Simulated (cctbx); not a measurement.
## What is wrong with this refinement?

Cell a = 18.9460 Å, b = 3.8710 Å, c = 10.9590 Å, α = 90.00°, β = 123.85°, γ = 90.00°; space group Cm (no. 8).

The data are simulated with cctbx, not measured: Mo Kα, λ = 0.71073 Å, to d = 0.65 Å, 50 % of the full sphere, strongest reflection 20000 counts, noise from counting, a 3 % proportional error and a noise floor of 15 counts (s.d.); no absorption, and some extinction, which the refinements don't model.

An anisotropic refinement with weights 1/σ² prints:

```text
Rint 0.025, 1943 unique reflections to 0.65 A
cycle     R1     wR2    GooF  max shift (A)
   1  0.0869  0.1813   3.205   0.04008
   3  0.0791  0.1675   2.961   0.00018
final R1 0.0791 wR2 0.1675 GooF 2.961  parameters 72  data/parameter 27.0
atom        x        y        z      Ueq    occ   su(xyz)  su(Uiso or U11)
Sb1    0.85560  0.50000  0.16658   0.0106  1.000  0.00019  0.0007
Sb2    0.83827  0.00000  0.50495   0.0131  1.000  0.00019  0.0008
Sb3    0.11625  0.00000  0.50425   0.0103  1.000  0.00016  0.0009
Sb4    0.09871  0.50000  0.85298   0.0106  1.000  0.00018  0.0008
Ca1    0.41189  0.00000  0.88854   0.0107  1.000  0.00053  0.0017
S1     0.74697  0.50000  0.37478   0.0126  1.000  0.00068  0.0023
S2     0.04022  0.00000  0.92466   0.0110  1.000  0.00087  0.0025
S3     0.10844  0.00000  0.69311   0.0191  1.000  0.00089  0.0035
S4     0.02520  0.50000  0.36825   0.0188  1.000  0.00104  0.0031
S5     0.94317  0.50000  0.64783   0.0202  1.000  0.00099  0.0034
S6     0.88021  0.00000  0.34811   0.0105  1.000  0.00072  0.0025
O1     0.89899  0.00000  0.06121   0.0210  1.000  0.00251  0.0110
difference map: max 26.66 min -3.45 rms 0.72
Q1    0.3084  0.5000  0.6764    2   27.01  2.24 A from Sb2
Q2    0.1487  0.0000  0.3394    2   16.01  1.68 A from S1
Q3    0.4042  0.5000  0.6810    2    8.05  1.61 A from Sb2
Q4    0.1630  0.5000  0.9819    2    3.70  1.25 A from Sb4
Q5    0.1278  0.5000  0.6821    2    3.18  1.99 A from S3
Q6    0.2474  0.5000  0.5885    2    2.93  2.36 A from Sb2
```

Q: Accept it or mend it, and why?

Mend it. The fault: an atom left out, S at (0.3098, 1/2, 0.6766). Against the right model at the same level, R1 goes from 0.0262 to 0.0791 and GooF from 0.98 to 2.96 and the top difference peak, 27.0 e/Å³, lies 2.24 Å from Sb2. Q1 is the missing atom. With scattering power missing, scale and phases suffer, so peaks may also grow on the heavy atoms.

The compound is CaSb4S7O. The right model at the same level gives:

```text
Rint 0.025, 1943 unique reflections to 0.65 A
cycle     R1     wR2    GooF  max shift (A)
   1  0.0366  0.0770   1.363   0.02628
   3  0.0262  0.0553   0.979   0.00027
final R1 0.0262 wR2 0.0553 GooF 0.979  parameters 78  data/parameter 24.9
atom        x        y        z      Ueq    occ   su(xyz)  su(Uiso or U11)
Sb1    0.85613  0.50000  0.16713   0.0115  1.000  0.00007  0.0002
Sb2    0.83798  0.00000  0.50468   0.0134  1.000  0.00006  0.0003
Sb3    0.11598  0.00000  0.50411   0.0106  1.000  0.00005  0.0003
Sb4    0.09902  0.50000  0.85310   0.0102  1.000  0.00006  0.0003
Ca1    0.41219  0.00000  0.88878   0.0109  1.000  0.00018  0.0006
S1     0.74723  0.50000  0.37436   0.0118  1.000  0.00022  0.0007
S2     0.30819  0.50000  0.67703   0.0188  1.000  0.00027  0.0009
S3     0.04053  0.00000  0.92638   0.0112  1.000  0.00028  0.0008
S4     0.10731  0.00000  0.69215   0.0184  1.000  0.00027  0.0011
S5     0.02327  0.50000  0.36500   0.0170  1.000  0.00032  0.0010
S6     0.94223  0.50000  0.64492   0.0238  1.000  0.00035  0.0014
S7     0.88040  0.00000  0.35076   0.0104  1.000  0.00023  0.0008
O1     0.89860  0.00000  0.06202   0.0269  1.000  0.00095  0.0041
Flack x: 0.03(5)
Hooft y: -0.031(49)  Bijvoet pairs: 668
difference map: max 1.27 min -1.13 rms 0.25
Q1    0.2847  0.5000  0.1914    2    1.30  1.68 A from S7
Q2    0.3771  0.0000  0.6923    2    1.19  1.58 A from S6
Q3    0.2106  0.0000  0.8639    2    1.12  1.81 A from S4
Q4    0.1240  0.2302  0.1290    4    1.10  2.08 A from S3
Q5    0.3209  0.5000  0.1060    2    1.06  1.79 A from O1
Q6    0.4319  0.5000  0.9207    2    1.03  1.97 A from Ca1
```

Isotropic U is held between 0.0001 and 1 Å² by the program, and listed peak heights are interpolated, so they can pass the grid's maximum.

This is a model crystal, built by substitution and not relaxed, with assumed displacement parameters.

[Middle refinement cycles are left out of these outputs.]

[Logs are printed without paths, hosts, clocks, repeated set-up lines and the standing remarks that a program may print on its own settings, such as how far it seeks lower states.]
